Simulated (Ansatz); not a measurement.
# (KF)2(AgCl)2 [001] superlattice, started as rocksalt type: following an unstable mode, part 4 of 4

Wanted: the energy along a soft mode of (KF)2(AgCl)2 [001] superlattice, started as rocksalt type and the structure at the end.

Ansatz 0.2.0; DFT PBE, scalar-relativistic, plane waves, PAW.

So far. Step 5 (Energy along the mode, all amplitudes (two of the runs …): The lowest of the steps tried is at 0.22 Å, 0.794 meV/atom below the parent; the bottom of the well need not coincide with a step. Step 7 (The new phase in its own primitive cell): The largest force component left is 0.46 meV/Å and the pressure is 0.000 GPa, within the tolerances set. The cell now holds 22.75 Å³/atom.

The structure was built from a prototype and need not be the compound's stable phase.

### Step 8. Modes of the new phase, k-mesh 6×6×2 (continued)

Without the LO-TO term. Patterns of degenerate modes are one choice out of their space. The modes at Γ (shares of kinetic energy by element, %):

```
mode  frequency (cm⁻¹)  symmetry  Ag %  Cl %  F %  K %
   1               0.0  acoustic    54    18    9   19
   2               0.0  acoustic    54    18    9   19
   3               0.0  acoustic    54    18    9   19
   4              18.9         E    67    17    5   11
   5              18.9         E    67    17    5   11
   6              33.6         E    33     7   19   41
   7              33.6         E    33     7   19   41
   8              52.6        A1    88     3    6    3
   9              63.0         E     5     0   28   67
  10              63.0         E     5     0   28   67
  11              69.9        A1    30     5   14   51
  12              99.3        A1    10    69    3   17
  13             117.4        A1    12    35   12   42
  14             125.7         E    22    77    0    1
  15             125.7         E    22    77    0    1
  16             134.4         E    19    80    0    1
  17             134.4         E    19    80    0    1
  18             159.1        A1     2    67    4   27
  19             160.1         E     0     0   68   32
  20             160.1         E     0     0   68   32
  21             183.4         E     0     1   70   28
  22             183.4         E     0     1   70   28
  23             226.3        A1     1     3   68   28
  24             244.0        A1     4     1   83   12
```

Displacements in mode 5 (18.9 cm⁻¹), the largest set to 1:
```
Ag1 -0.88  1.00  0.00
Ag2  0.47 -0.53  0.00
Cl3 -0.76  0.86  0.00
Cl4  0.44 -0.50  0.00
F5   0.50 -0.56  0.00
F6   0.45 -0.51  0.00
K7   0.50 -0.57  0.00
K8   0.46 -0.52  0.00
```

Displacements in mode 24 (244.0 cm⁻¹), the largest set to 1:
```
Ag1  0.00  0.00  0.01
Ag2  0.00  0.00 -0.10
Cl3  0.00  0.00 -0.07
Cl4  0.00  0.00 -0.03
F5   0.00  0.00  1.00
F6   0.00  0.00 -0.39
K7   0.00  0.00 -0.19
K8   0.00  0.00  0.22
```

Optical modes at the zone centre, without and with the macroscopic field of the longitudinal modes; each column is sorted by frequency, so a row need not hold one and the same mode. Modes with and without the field, by row:

| rank among optical modes | no field (cm⁻¹) | q along (1, 0, 0) (cm⁻¹) | q along (0, 0, 1) (cm⁻¹) |
| --- | --- | --- | --- |
| 1 | 18.9 | 18.9 | 18.9 |
| 2 | 18.9 | 19 | 18.9 |
| 3 | 33.6 | 33.6 | 33.6 |
| 4 | 33.6 | 33.6 | 33.6 |
| 5 | 52.6 | 52.6 | 53.5 |
| 6 | 63 | 63 | 63 |
| 7 | 63 | 63 | 63 |
| 8 | 69.9 | 69.9 | 70 |
| 9 | 99.3 | 99.3 | 114.1 |
| 10 | 117.4 | 117.4 | 125.7 |
| 11 | 125.7 | 125.7 | 125.7 |
| 12 | 125.7 | 134.4 | 134.4 |
| 13 | 134.4 | 134.4 | 134.4 |
| 14 | 134.4 | 143 | 140.2 |
| 15 | 159.1 | 159.1 | 159.2 |
| 16 | 160.1 | 160.1 | 160.1 |
| 17 | 160.1 | 174.8 | 160.1 |
| 18 | 183.4 | 183.4 | 183.4 |
| 19 | 183.4 | 226.3 | 183.4 |
| 20 | 226.3 | 229.3 | 241.2 |
| 21 | 244 | 244 | 285.3 |

Born charge (rows field, columns displacement) (e), principal values of the symmetric part by kind of site:

```
atom  atoms with these values    low  middle   high   mean
 Ag1                        1   0.73    1.49   1.49   1.24
 Ag2                        1   0.91    1.40   1.40   1.23
 Cl3                        1  -1.53   -1.53  -0.70  -1.25
 Cl4                        1  -1.41   -1.41  -0.77  -1.20
  F5                        1  -1.46   -1.09  -1.09  -1.21
  F6                        1  -1.42   -1.16  -1.16  -1.24
  K7                        1   1.14    1.14   1.30   1.20
  K8                        1   1.16    1.16   1.40   1.24
```

In full for F6:

```
-1.16  0.00  0.00
 0.00 -1.16  0.00
 0.00  0.00 -1.42
```

High-frequency dielectric tensor:

```
3.42 0.00 0.00
0.00 3.42 0.00
0.00 0.00 2.52
```

Static dielectric tensor (ions relaxed, fixed cell):

```
8.28 0.00 0.00
0.00 8.28 0.00
0.00 0.00 7.70
```

Transverse modes. Lines of the infrared spectrum (strongest = 100):

```csv
position (cm⁻¹),relative intensity
19,0.0
34,0.0
53,1.0
63,0.0
70,0.2
99,34
117,5.1
126,100
134,0.5
159,0.1
160,61
183,37
226,50
244,7.6
```

Activity x (w_L - w)^4 (n + 1)/w, 532 nm, 300 K; modes without the macroscopic field alone. Raman lines, with heights relative to the strongest:

```
position (cm⁻¹)  relative intensity
             19                  42
             34                 0.0
             53                  10
             63                 0.2
             70                  19
             99                 100
            117                 0.9
            126                  10
            134                 0.5
            159                  10
            160                 0.8
            183                 0.6
            226                 1.1
            244                 4.0
```

Before it was imposed, the acoustic sum rule was missed by 8.9e-4 eV/Å² and the charge sum rule by 0.023 e. Small misses are needed for a sound result but don't prove that mesh and cutoff are converged. The lowest optical mode is real, 18.9 cm⁻¹.

### Step 9. The phases reached

The phases reached along the modes that were followed are set side by side.

Energies are those of the first relaxation, on the mesh of the frozen mode; space group, volume and gap are those of the last relaxation. Phases, by row:

```
         mode frozen in  space group  energy from parent (meV/atom)  volume (Å³/atom)  gap on mesh (eV)  lowest zone-centre optical mode (cm⁻¹)  largest shift (Å)
                 parent       P4/nmm                              0             21.52             1.212                                       –                  –
q = (0, 0, 0), 41i cm⁻¹         P4mm                          -7.95             22.75              1.18                                    18.9              0.595
```

### Step 10. What came out

```json
{
 "unstable mode of the parent": "q = (0, 0, 0), 41i cm⁻¹",
 "depth at the lowest point sampled": "0.794 meV/atom",
 "largest atomic shift at that point": "0.22 Å",
 "space group reached (within 0.01 Å)": "P4mm",
 "energy gained over the parent (first relaxation, on the mesh of the frozen mode)": "7.95 meV/atom",
 "volume per atom, phase reached": "22.8 Å³",
 "gap on the k-mesh, phase reached": "1.18 eV",
 "lowest optical zone-centre mode, phase reached": "18.9 cm⁻¹",
 "highest optical mode at the zone centre (no LO-TO term), phase reached": "244 cm⁻¹"
}
```

Along this mode the structure falls into P4mm, 7.95 meV/atom below the parent. At the parent's cell the well is 0.794 meV/atom deep on the steps tried, with its lowest point at a shift of 0.22 Å. Relaxing atoms and cell changes the gain by +7.16 meV/atom against the lowest step (energies at zero smearing). Most of the total comes from this relaxation. The new phase has no imaginary mode at the zone centre of its cell; other wavevectors were not checked. How so shallow a well moves with the k mesh was not tested. Each path keeps the symmetry of its pattern, so a lower phase may lie along a pattern not tried. The starting cell was built on a prototype and not taken from a measurement, so the phase need not exist.

[Logs are printed without paths, hosts, clocks, repeated set-up lines and the standing remarks that a program may print on its own settings, such as how far it seeks lower states.]

[Hosts, paths, dates, database ids (printed as entryN), source tags and the programs' standing remarks are cut or masked in the printed files.]
